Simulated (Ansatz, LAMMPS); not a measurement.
**Aqueous N(CH3)4+ and I-, 3.8 mol of salt per kg of water, from a frame at 360 K (123 atoms): geometry optimisation**

Aim: bring aqueous N(CH3)4+ and I-, 3.8 mol of salt per kg of water, from a frame at 360 K (123 atoms) to a nearby minimum of the energy and see what moves.

Method: Kohn-Sham DFT, PBE+D3(BJ), PAW (set soft_2), plane waves, in Ansatz 0.2.0.

### Step 1. The starting structure

The cell holds 123 atoms: 8 C, 2 N, 82 H, 29 O and 2 I. Cell: a = 10.874 Å, b = 10.874 Å, c = 10.874 Å, α = 90.0°, β = 90.0°, γ = 90.0°. 29 H2O, 2 N(CH3)4+, 2 I- placed at random, at 1.19 g/cm³; overlaps pushed apart, then 10 ps at 420 K with Joung-Cheatham ions (J. Phys. Chem. B 112, 9020 (2008)); MMFF94 bonds, angles, torsions, charges and radii (Halgren, J. Comput. Chem. 17, 490 (1996)) in harmonic and 12-6 forms; SPC/E water (Berendsen, Grigera and Straatsma, J. Phys. Chem. 91, 6269 (1987)); charges of ions scaled by 0.85. Snapshot after 20 ps at 360 K and fixed volume.

Limits known from the start: The network of contacts between molecules at the start is that of the classical potential that made the cell. Sampling is at Γ alone, for a cell whose shortest periodic width is 11 Å. No spin–orbit coupling is included, so levels derived from the heavy atoms are approximate.

### Step 2. Making the structure

A classical potential supplies the starting structure, since it reaches far longer times than DFT.

This step: classical MD, Joung-Cheatham ions (J. Phys. Chem. B 112, 9020 (2008)); MMFF94 bonds, angles, torsions, charges and radii (Halgren, J. Comput. Chem. 17, 490 (1996)) in harmonic and 12-6 forms; SPC/E water (Berendsen, Grigera and Straatsma, J. Phys. Chem. 91, 6269 (1987)); charges of ions scaled by 0.85 (LAMMPS 22 Jul 2025 - Update 4).

The input, in.lmp:

```
# aqueous N(CH3)4+ and I-, 3.8 mol of salt per kg of water
units real
atom_style full
boundary p p p
bond_style harmonic
angle_style harmonic
dihedral_style opls
improper_style harmonic
special_bonds lj 0 0 0.5 coul 0 0 0.75
read_data data.lmp
neigh_modify delay 0 every 1 check yes one 4000
comm_modify cutoff 12.0
timestep 0.5
thermo_style custom step time temp pe press density
thermo_modify norm yes
# push overlapping molecules apart
pair_style soft 2.6
pair_coeff * * 0.0
variable a equal ramp(1,60)
fix ad all adapt 1 pair soft a * * v_a
velocity all create 420 47318 mom yes dist gaussian
fix lim all nve/limit 0.03
fix lan all langevin 420 420 50 47319 zero yes
thermo 1000
run 3000 post no
unfix ad
pair_style lj/cut/coul/long 9.0
pair_modify mix arithmetic tail yes
pair_coeff 1 1 0.0678 3.3680   # C
pair_coeff 2 2 0.0721 3.3270   # N
pair_coeff 3 3 0.0216 2.5400   # H
pair_coeff 4 4 0.1553 3.1660   # O
pair_coeff 5 5 0.0000 1.0000   # H
pair_coeff 6 6 0.0428 5.2011   # I
# [... 19 lines left out ...]
compute msd all msd com yes
thermo 5000
fix md all nvt temp 360 360 100
run 20000 post no
print "== T360: mean square displacement over the hold $(c_msd[4]:%.2f) A^2"
unfix md
uncompute msd
write_dump all custom T360.dump id type xs ys zs modify sort id
```

Run with:

```console
$ lmp -in in.lmp -log none -nocite
```

Numbers of over 12 decimals in the logs are rounded to 6 here.

Output:

```text
LAMMPS (22 Jul 2025 - Update 4)
Reading data file ...
  orthogonal box = (0 0 0) to (10.87401 10.87401 10.87401)
  123 atoms
  orthogonal box = (0 0 0) to (10.87401 10.87401 10.87401)
  90 bonds
  89 angles
  72 dihedrals
   Step          Time           Temp          PotEng         Press         Density
         0   0              420            0.24336005     3140.3186      1.1940009
      1000   500            403.17731      0.98992349     20139.499      1.1940009
      2000   1000           369.24334      0.91572509     32741.166      1.1940009
      3000   1500           404.49712      0.96361972     34088.673      1.1940009
Loop time of 0.360265 s on 1 MPI rank(s) for 3000 steps with 123 atoms
PPPM initialization ...
  G vector (1/distance) = 0.31573501
  grid = 8 8 8
  estimated relative force accuracy = 2.630106e-05
   Step          Time           Temp          PotEng         Press         Density
[... 14 lines left out ...]
      2000   1000           430.8135      -3.2573587      4841.9863      1.1940009
Loop time of 1.97489 s on 1 MPI rank(s) for 2000 steps with 123 atoms
   Step          Time           Temp          PotEng         Press         Density
      2000   1000           565.15319     -3.6011388      7373.3372      1.1940009
[... 5 lines left out ...]
Loop time of 6.65048 s on 1 MPI rank(s) for 10000 steps with 123 atoms
   Step          Time           Temp          PotEng         Press         Density
[... 4 lines left out ...]
Loop time of 3.19893 s on 1 MPI rank(s) for 5000 steps with 123 atoms
   Step          Time           Temp          PotEng         Press         Density
[... 2 lines left out ...]
     25000   24000          355.37838     -3.5841873      4671.8475      1.1940009
     30000   29000          392.17598     -3.6342755      2896.2755      1.1940009
     35000   34000          366.36014     -3.3866876      9796.5036      1.1940009
     37000   36000          353.53497     -3.5755526      8068.8218      1.1940009
Loop time of 17.0907 s on 1 MPI rank(s) for 20000 steps with 123 atoms
== T360: mean square displacement over the hold 28.90 A^2
```

Run time: 30 s. Hardware: 1 thread of Intel Xeon at 2.80GHz (Skylake/Cascade Lake), shared host; peak memory 0.58 GiB.

The input also reads data.lmp (atoms, bonds and types; not printed here).

### Step 3. Single point at the start

A single point comes first, to see the forces before anything moves.

The input, input.yaml:

```yaml
crystal:
  lattice:
    - [10.87401, 0.0, 0.0]
    - [0.0, 10.87401, 0.0]
    - [0.0, 0.0, 10.87401]
  atoms:
    - { symbol: C, position: [0.99434, 0.8213, 0.16681] }
    - { symbol: "N", position: [0.85754, 0.80718, 0.17036] }
    - { symbol: C, position: [0.81305, 0.69137, 0.11778] }
    - { symbol: C, position: [0.78849, 0.91133, 0.10737] }
    - { symbol: C, position: [0.82636, 0.80396, 0.30233] }
    - { symbol: H, position: [0.02566, 0.80569, 0.06837] }
    - { symbol: H, position: [0.02311, 0.75576, 0.22975] }
    - { symbol: H, position: [0.02024, 0.90748, 0.20433] }
    - { symbol: H, position: [0.83082, 0.61543, 0.17921] }
    - { symbol: H, position: [0.71208, 0.69359, 0.10001] }
    - { symbol: H, position: [0.86486, 0.67572, 0.03067] }
    - { symbol: H, position: [0.80334, 0.90153, 0.00947] }
    - { symbol: H, position: [0.68766, 0.91719, 0.13408] }
    - { symbol: H, position: [0.83581, 0.99614, 0.13849] }
    - { symbol: H, position: [0.73444, 0.8156, 0.3226] }
    - { symbol: H, position: [0.86221, 0.71446, 0.33934] }
    - { symbol: H, position: [0.86942, 0.88447, 0.34611] }
    - { symbol: C, position: [0.191, 0.18556, 0.77213] }
    - { symbol: "N", position: [0.1559, 0.2322, 0.64776] }
    - { symbol: C, position: [0.0302, 0.19914, 0.63022] }
    - { symbol: C, position: [0.22819, 0.18022, 0.55205] }
    - { symbol: C, position: [0.17378, 0.37073, 0.64535] }
    - { symbol: H, position: [0.1979, 0.08649, 0.76731] }
    - { symbol: H, position: [0.13035, 0.21672, 0.84227] }
    - { symbol: H, position: [0.28257, 0.21702, 0.79377] }
    - { symbol: H, position: [0.97691, 0.236, 0.70915] }
    - { symbol: H, position: [0.00257, 0.24529, 0.54733] }
    - { symbol: H, position: [0.02086, 0.10198, 0.64451] }
    - { symbol: H, position: [0.32193, 0.20748, 0.55512] }
    - { symbol: H, position: [0.22555, 0.07847, 0.57102] }
    - { symbol: H, position: [0.19192, 0.21202, 0.46431] }
    - { symbol: H, position: [0.12796, 0.39598, 0.73334] }
    [... 85 atom lines left out ...]
    - { symbol: H, position: [0.43267, 0.65464, 0.56578] }
    - { symbol: O, position: [0.41446, 0.30793, 0.02828] }
    - { symbol: H, position: [0.36883, 0.3813, 0.99677] }
    - { symbol: H, position: [0.42317, 0.24598, 0.96087] }
    - { symbol: I, position: [0.29453, 0.94078, 0.29719] }
    - { symbol: I, position: [0.74673, 0.94892, 0.61055] }
kpoints:
  mp_grid: { grid: [1, 1, 1] }
hamiltonian:
  xc: pbe
  dispersion: d3bj
scf:
  occupations: { method: fixed }
output:
  forces: true
  stress: true
  populations: true
  dos:
    method: { smearing: { sigma: 0.08 } }
    de: 0.1
    projected: { site_lists: { C: [C], H: [H], I: [I], "N": ["N"], O: [O] } }
  eigenvalues: true
```

Run with:

```console
$ ansatz run input.yaml --threads 4 --pin off --max-ram 8192MiB --backend cpu --events-out ev --progress --plain --runs-dir out
```

Output:

```text
Engine: ansatz 0.2.0, aarch64-unknown-linux-gnu
Pseudopotentials: kind: paw
Pseudopotential: C, paw, valence charge 4, recommended cutoff 420 eV (normal), C.paw.azcp
Pseudopotential: N, paw, valence charge 5, recommended cutoff 420 eV (normal), N.paw.azcp
Pseudopotential: H, paw, valence charge 1, recommended cutoff 420 eV (normal), H.paw.azcp
Pseudopotential: O, paw, valence charge 6, recommended cutoff 420 eV (normal), O.paw.azcp
Pseudopotential: I, paw, valence charge 17, recommended cutoff 420 eV (normal), I.paw.azcp
[... 5 lines on functional and potentials left out ...]
Crystal: 123 atoms, lattice volume = 1285.787 Å³
Basis set: ecut = 420 eV, 25269 PW (Γ), exchange–correlation on 150×150×150 points (8 copies of the dense FFT grid, shifted against one another)
Bands: 289, of which v1, the nominal top of the filled ones, is band 166 counted from 1 (165 counted from 0)
Symmetry: 1 space group operations
Space group: P1 (ITA 1), of the structure as read, at distance tolerance 1.1e-4 Å
k-points: 1
[... 11 lines on functional and potentials left out ...]
Initial density: superposition of atomic densities (neutral atoms: chi_scale 0, normalization atom), corrected by the library's trained network
Initial wavefunctions: pseudopotential atomic-orbital guess
Functional: x = pbe(κ = 0.804, μ = 0.219515), c = pbe(β = 0.066725)
SCF iter   1: F=—  HF=-35578.942325 eV  |F-HF|=—  |Δ(HF+E_count)|=         —  Δρ=4.09e-3  dr2=2.63e-1  ethr=1.77e-3  ⟨swp⟩=5.0  Hψ=1030  notcnv=0  defer=119
preconditioner: auto → Resta (q_TF=auto, 2.177 Å⁻¹)  ε∞=2.2  [insulator: Δε(μ)=3.479 eV  Ē_g=16.956 eV  n_scr=250 (ndim 8)  ℏωp=18.3 eV  f_vac=0.251  ε∞_Penn≈2.2]
SCF iter   2: F=—  HF=-35578.854384 eV  |F-HF|=—  |Δ(HF+E_count)|=   8.79e-2  Δρ=1.74e-3  dr2=4.46e-2  ethr=7.93e-5  ⟨swp⟩=2.0  Hψ=397  notcnv=0  defer=121
SCF iter   3: F=—  HF=-35578.837977 eV  |F-HF|=—  |Δ(HF+E_count)|=   1.64e-2  Δρ=7.60e-4  dr2=1.18e-2  ethr=1.34e-5  ⟨swp⟩=3.0  Hψ=333  notcnv=0  defer=121
SCF iter   4: F=—  HF=-35578.835654 eV  |F-HF|=—  |Δ(HF+E_count)|=   2.32e-3  Δρ=2.59e-4  dr2=1.01e-3  ethr=3.55e-6  ⟨swp⟩=3.0  Hψ=333  notcnv=0  defer=121
SCF iter   5: F=—  HF=-35578.835693 eV  |F-HF|=—  |Δ(HF+E_count)|=   3.85e-5  Δρ=1.18e-4  dr2=1.58e-4  ethr=3.03e-7  ⟨swp⟩=2.0  Hψ=325  notcnv=0  defer=121
SCF iter   6: F=—  HF=-35578.835666 eV  |F-HF|=—  |Δ(HF+E_count)|=   2.65e-5  Δρ=4.22e-5  dr2=1.93e-5  ethr=4.75e-8  ⟨swp⟩=2.0  Hψ=330  notcnv=0  defer=120
SCF iter   7: F=—  HF=-35578.834264 eV  |F-HF|=—  |Δ(HF+E_count)|=   1.40e-3  Δρ=1.22e-5  dr2=1.61e-6  ethr=5.82e-9  ⟨swp⟩=2.0  Hψ=444  notcnv=0  defer=117
SCF iter   8: F=—  HF=-35578.834265 eV  |F-HF|=—  |Δ(HF+E_count)|=   1.25e-6  Δρ=4.29e-6  dr2=2.09e-7  ethr=4.85e-10  ⟨swp⟩=2.0  Hψ=303  notcnv=0  defer=117
SCF iter   9: F=-35578.834265 eV  HF=-35578.834265 eV  |F-HF|=1.72e-9  |Δ(HF+E_count)|=   7.49e-8  Δρ=1.77e-6  dr2=3.23e-8  ethr=3.01e-11  ⟨swp⟩=18.0  Hψ=2452  notcnv=0
SCF 1 converged in 9 iterations: F = -35578.834265 eV  dr2 = 3.23e-8
  greatest PAW one-centre occupation: 0.999 electrons in one spin orbital (limit 2), on the I atom at site 121 (counted from 0), in its partial waves of l = 2
SCF converged after 9 iterations
Free energy (F): -35578.834265 eV
Harris-Foulkes:  -35578.834265 eV  (|F-HF|=1.72e-9)
Internal energy: -35578.834265 eV  (E = F + TS)
E sigma→0 (E₀):  -35578.834265 eV
Fermi energy:    -0.819556 eV
--- Per-component energies (eV) ---
  E_band       = -3625.338040
  E_kinetic    = 7566.132705
  E_local      = -27407.095271  (includes V_loc(G=0)·N_el)
  E_nonlocal   = 1662.981242
  E_hartree    = 10560.011438
  E_xc         = -3609.374514
  E_vxc        = -4528.623243  (∫ρ·V_xc dr)
  E_paw        = -15328.866202  (= ΣΔE_a)
  E_vpaw       = -2038.717694  (= ΣTr[D̂ρ^β])
  E_aug_tail   = -0.027680  (compensation charges beyond the density's cutoff)
  E_ewald      = -9017.692442
  E_disp       = -4.903542  (pairwise vdW)
  E_smearing   = -0.000000  (= −TS)
  E_closure    = 0.000000  (closes the sum)
  Σ components = -35578.834265   (vs F -35578.834265, Δ=0.00e0)
--- Forces (eV/Å), atoms counted from 1 ---
  atom   1  C     -0.85211510    -0.20802835    -2.78926694
  atom   2  N     -1.67671884     0.74801337     0.34276923
  atom   3  C     -0.15636433    -0.81904958    -1.76184382
  atom   4  C      0.23347797     0.91663224     1.09030376
  atom   5  C      2.47284603    -0.07610397     0.97861891
  atom   6  H     -0.11920429     0.22322199     1.33361249
  atom   7  H      1.23404014    -1.81211956     0.92330969
  atom   8  H      0.16991976     1.20811682     0.04313289
  atom   9  H      0.29289283    -0.31782540     0.23300377
  atom  10  H      0.66492712     0.24339883     0.16009398
  atom  11  H     -0.47957027    -0.07356213     0.45217105
  atom  12  H     -0.22577610    -0.01461100    -0.33299588
  atom  13  H      1.24348593    -0.53910896    -0.36262270
  atom  14  H     -0.46399203    -0.38264033    -0.16083551
[...]
atom 122  I     -0.02984949    -0.07371485     0.04787657
  atom 123  I     -0.06183734    -0.20702345     0.09115972
  max |Σ_I F_I| component: 3.10e-5 eV/Å
--- Stress (GPa, compression-positive) ---
       -0.549249       0.385430       0.178025
        0.385430      -0.875275       0.649324
        0.178025       0.649324      -1.542405
  P = ⅓ Tr σ = -0.9890 GPa (-9.890 kbar)
--- Band table (eV) ---
  k-point 0: bands = ["-43.6341", "-43.6326", "-43.6208", "-43.6093", [... 273 levels ...], "10.7487", "10.8872", "10.8954", "10.8991", "10.9664", "11.0675", "11.0917", "11.1350", "11.1815", "11.2624", "11.2889", "11.3376"]
--- Löwdin populations: 123 sites ---
  site symbol       q [e]
     0      C      4.3457
     1      N      4.8457
     2      C      4.3378
[...]
122      I     17.6034
  spilling = 0.010915 (of n_electrons = 332.000000)
```

It took 16 s on 4 threads of Arm Neoverse V1, shared host; peak memory 1.4 GiB.

Read from the output:

| Item | Value |
| --- | --- |
| free energy | -35578.8343 eV |
| free energy per atom | -289.2588 eV/atom |
| SCF cycles | 9 |
| pressure | -0.989 GPa |
| r.m.s. force component | 0.6534 eV/Å |
| longest force | 2.924 eV/Å |
| Fermi energy | -0.8196 eV |
| gap (highest filled to lowest empty level) | 3.329 eV |
| spilling of the projection | 0.01091 |

The r.m.s. force component of 0.65 eV/Å and the pressure of -0.99 GPa set the starting point.

Length of the force by element:

```tsv
element	coordination	atoms	mean length of the force (eV/Å)	spread	least	most
C	all	8	2.12	0.585	1.25	2.92
H	all	82	0.981	0.404	0.182	2.60
I	all	2	0.164	0.0708	0.0928	0.234
N	all	2	2.23	0.363	1.87	2.59
O	all	29	0.690	0.294	0.11	1.40
```

[end of part 1 of 3]

[Logs are printed without paths, hosts, clocks, repeated set-up lines and the standing remarks that a program may print on its own settings, such as how far it seeks lower states.]

[Hosts, paths, dates, database ids (printed as entryN), source tags and the programs' standing remarks are cut or masked in the printed files.]

[The MMFF94 radii named for the starting cell were scaled by 0.96; in molecules described by MMFF94, hydrogen bound to N, O or S took a small fixed 12-6 site in their place.]
